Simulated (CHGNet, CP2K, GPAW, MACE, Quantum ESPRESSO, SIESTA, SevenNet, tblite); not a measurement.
# SIESTA on random packing of 71Si3N4-29SiO2 (mol %) (99 atoms): settings against a plane-wave reference, part 2 of 2

Wanted: SIESTA inputs and outputs for random packing of 71Si3N4-29SiO2 (mol %) (99 atoms), checked against a plane-wave reference.

Program: SIESTA 5.4.2; the method stands at each step. Banners, paths, timers and routine set-up lines are dropped from the logs unmarked, and long logs keep their key lines alone; longer cuts are marked. The potentials were converted by us to PSML.

So far. Step 4 (PBE, DZP, shift 0.002 Ry, mesh 500 Ry): Against the first run (13 %), the force difference from the reference is 12 %, at 2.8 times the CPU time (on 4 against 2 cores). Step 4 (PBE, DZP, shift 0.002 Ry, mesh 500 Ry): The run ends at a pressure of -14.04 GPa, with forces up to 5.0 eV/Å.

## 5. PBE, DZP, shift 0.01 Ry, mesh 150 Ry

Method: Kohn-Sham DFT, PBE, PseudoDojo 0.4.1 norm-conserving pseudopotentials (converted to PSML), numerical atomic orbitals (DZP), diagonalisation.

File input.fdf:

```
SystemLabel cell
NumberOfAtoms 99
NumberOfSpecies 3
%block ChemicalSpeciesLabel
  1 14 Si
  2 7 N
  3 8 O
%endblock ChemicalSpeciesLabel
LatticeConstant 1.0 Ang
%block LatticeVectors
  10.83330 0.00000 0.00000
  0.00000 10.83330 0.00000
  0.00000 0.00000 10.83330
%endblock LatticeVectors
PAO.BasisSize DZP
PAO.EnergyShift 0.01 Ry
XC.Functional GGA
XC.Authors PBE
MeshCutoff 150 Ry
%block kgrid_Monkhorst_Pack
  1 0 0 0.0
  0 1 0 0.0
  0 0 1 0.0
%endblock kgrid_Monkhorst_Pack
SolutionMethod diagon
OccupationFunction FD
ElectronicTemperature 580 K
SCF.Mixer.Method Pulay
SCF.Mixer.Weight 0.15
SCF.Mixer.History 8
SCF.Mix Hamiltonian
MaxSCFIterations 300
SCF.DM.Tolerance 1e-04
SCF.H.Tolerance 1.0e-3 eV
WriteForces T
Write.HirshfeldPop T
Write.VoronoiPop T
Write.DM F
Write.H F
XML.Write F
AtomicCoordinatesFormat Fractional
%block AtomicCoordinatesAndAtomicSpecies
[... 99 atom lines left out: the same atoms as in the first run ...]
%endblock AtomicCoordinatesAndAtomicSpecies
```

Launch:

```bash
$ OMP_NUM_THREADS=1 mpirun -np 2 siesta < input.fdf > output.txt
```

What it wrote:

```text
Version         : 5.4.2
reinit: System Name:
reinit: System Label: cell
initatom: Reading input for the pseudopotentials and atomic orbitals ----------
Species number:   1 Atomic number:   14 Label: Si
Species number:   2 Atomic number:    7 Label: N
Species number:   3 Atomic number:    8 Label: O
Ground state valence configuration (from tables):   3s02  3p02  3d00  4f00
Ground state valence configuration (from tables):   2s02  2p03  3d00  4f00
Ground state valence configuration (from tables):   2s02  2p04  3d00  4f00
---- Processing specs for species: Si
GGA--PBE XC_GGA_X_PBE--XC_GGA_C_PBE pb
---- Processing specs for species: N
GGA--PBE XC_GGA_X_PBE--XC_GGA_C_PBE pb
---- Processing specs for species: O
GGA--PBE XC_GGA_X_PBE--XC_GGA_C_PBE pb
[... lines left out ...]
Total number of electrons:   464.000000
[... lines left out ...]
stepf: Fermi-Dirac step function
        iscf     Eharris(eV)        E_KS(eV)     FreeEng(eV)     dDmax    Ef(eV) dHmax(eV)
[... lines left out ...]
SCF Convergence by DM+H criterion
[... lines left out ...]
SCF cycle converged after 36 iterations
[... lines left out ...]
   Max    3.937046
[... lines left out ...]
   Max    3.937046    constrained
Stress tensor Voigt[x,y,z,yz,xz,xy] (kbar):      165.78      130.74      133.65        4.69       -2.78       -6.39
[... lines left out ...]
siesta: Etot    =    -22623.831317
siesta: FreeEng =    -22624.362413
siesta: Final energy (eV):
siesta:  Band Struct. =   -5429.627308
siesta:       Kinetic =   13281.392848
siesta:       Hartree =    5556.908182
siesta:         Exch. =   -6090.678020
siesta:         Corr. =    -562.018819
siesta:   Exch.-corr. =   -6652.696839
siesta:  Ion-electron =  -22579.432017
siesta:       Ion-ion =  -12230.003491
siesta:         Total =  -22623.831317
siesta:         Fermi =      -4.908269
siesta: Stress tensor (static) (eV/Ang**3):
siesta:     0.103469   -0.003990   -0.001736
siesta:    -0.003990    0.081603    0.002926
siesta:    -0.001737    0.002926    0.083416
siesta: Cell volume =       1271.400301 Ang**3
siesta: Pressure (static):
siesta:                Solid            Molecule  Units
siesta:          -0.00097473         -0.00098408  Ry/Bohr**3
siesta:          -0.08949598         -0.09035410  eV/Ang**3
siesta:        -143.38836269       -144.76322489  kBar
    Orbital volume contribution        =          45.111185 eV
    (Free)E + p_basis*V_orbitals       =      -22579.251228 eV
    (Free)Eharris+ p_basis*V_orbitals  =      -22579.251229 eV
Hirshfeld Atomic Populations:
Atom #   charge [q] valence [e]  Species
     1     0.240656    3.759344  Si
     2     0.194145    3.805855  Si
     3     0.169111    3.830889  Si
[...]
42    -0.150115    5.150115  N
    43    -0.133880    5.133880  N
    44    -0.145658    5.145658  N
[...]
90    -0.124594    6.124594  O
    91    -0.134597    6.134597  O
    92    -0.159287    6.159287  O
[...]
--------------------
 Total    -0.000031
Voronoi Atomic Populations:
Atom #   charge [q] valence [e]  Species
[...]
40     0.331370    3.668630  Si
    41     0.278980    3.721020  Si
[...]
88    -0.217861    5.217861  N
    89    -0.271137    5.271137  N
[...]
98    -0.207783    6.207783  O
    99    -0.247559    6.247559  O
--------------------
 Total    -0.000039
```

It took 2.1 min on 2 MPI ranks of Arm Neoverse V1, shared host; peak memory 0.9 GiB; 4.1 min of CPU time.

Numbers from this run, and their distance from the reference:

```yaml
r_m_s_force_component: 1.425 eV/Å
r_m_s_difference_of_force_components: 199.8 meV/Å
longest_difference_of_force_vectors: 561.6 meV/Å
force_difference_over_r_m_s_force: 13.44 %
slope_of_forces_against_the_reference_s: 0.9507
correlation_of_force_components: 0.9915
pressure: -14.34 GPa
pressure_difference: 1.994 GPa
energy_less_the_same_level_run_s: 1.114 meV/atom
r_m_s_force_difference_from_the_same_level_run: 15.14 meV/Å
```

This is a coarse setting, run to see what it loses.

Against the first run (13 %), the force difference from the reference is 13 %, at 0.23 times the CPU time: the change moves forces by 15 meV/Å r.m.s., so most of the difference comes from elsewhere.

## 6. All runs compared

Differences are against the plane-wave reference, forces as r.m.s. over components; share is that over the reference's r.m.s. force, slope the least-squares factor from reference forces to these. Total energies of different programs have different zeros and aren't compared.

| run | Δ force, r.m.s. (meV/Å) | share (%) | slope | Δ pressure (GPa) | cores | CPU time | memory (GiB) |
| --- | --- | --- | --- | --- | --- | --- | --- |
| reference | - | - | - | - | 2 | 39 min | 4.6 |
| SIESTA PBE, DZP, shift 0.01 Ry, mesh 500 Ry | 199 | 13.4 | 0.951 | 2.00 | 2 | 18 min | 2.5 |
| SIESTA PBE, SZP, shift 0.01 Ry, mesh 500 Ry (coarse) | 537 | 36.1 | 0.904 | 5.49 | 2 | 13 min | 2.2 |
| SIESTA PBE, DZP, shift 0.002 Ry, mesh 500 Ry | 176 | 11.9 | 0.956 | 2.29 | 4 | 50 min | 4.2 |
| SIESTA PBE, DZP, shift 0.01 Ry, mesh 150 Ry (coarse) | 200 | 13.4 | 0.951 | 1.99 | 2 | 4.1 min | 0.9 |

Rows marked coarse were listed beforehand as settings not expected to be converged; some can still land near the reference.

CPU time is summed over cores on a shared host, where runs went side by side, so it is rough. Symmetry, cutoffs, thresholds, outputs and thread counts weren't matched or tuned between programs; memory under MPI is the largest rank's times the ranks.

Within one program, basis, potentials and functional, energies share a zero. Each run against its twin at the usual cutoff or grid and solver:

| run | twin | Δ energy (meV/atom) | Δ force, r.m.s. (meV/Å) | CPU time over the twin's |
| --- | --- | --- | --- | --- |
| SIESTA PBE, DZP, shift 0.01 Ry, mesh 150 Ry | DZP, shift 0.01 Ry, mesh 500 Ry | 1.11 | 15.1 | 0.23 |

## 7. Summary of results

```yaml
nearest_in_forces: SIESTA PBE, DZP, shift 0.002 Ry, mesh 500 Ry, 12 %
its_cpu_time: 50 min
```

The PBE runs in local orbitals, coarse settings apart, differ by 12 % (SIESTA PBE, DZP, shift 0.002 Ry, mesh 500 Ry) to 13 % (SIESTA PBE, DZP, shift 0.01 Ry, mesh 500 Ry); basis, grid and potentials can all enter. Runs with settings chosen to be coarse differ by 13 % (SIESTA PBE, DZP, shift 0.01 Ry, mesh 150 Ry) to 36 % (SIESTA PBE, SZP, shift 0.01 Ry, mesh 500 Ry), their programs' other errors included. Of the electronic-structure runs that take under half the reference's CPU time, SIESTA PBE, DZP, shift 0.01 Ry, mesh 500 Ry is among the nearest, at 13 % in 18 min against 39 min; its pressure misses by +2.0 GPa. In pressure, SIESTA PBE, SZP, shift 0.01 Ry, mesh 500 Ry misses by +5.5 GPa, at the same functional. The reference's pressure holds the uncorrected Pulay stress of its 60 Ry basis, so small pressure differences, and their order, may be the reference's own error. The reference's stress is far from hydrostatic: its diagonal is -18.5, -15.3, -15.2 GPa, compression counted positive. The reference's pressure of -16 GPa belongs to a cell and atoms that aren't relaxed at this level. The electronic-structure runs sample only Γ, in a cell whose shortest periodic width is 11 Å, which is coarse for a cell with partly filled levels.

[Also dropped from logs without a mark: logging warnings of Python, and SIESTA's first energy breakdown and zero terms.]

[Logs are printed without paths, hosts, clocks, repeated set-up lines and the standing remarks that a program may print on its own settings, such as how far it seeks lower states.]

[Hosts, paths, dates, database ids (printed as entryN), source tags and the programs' standing remarks are cut or masked in the printed files.]
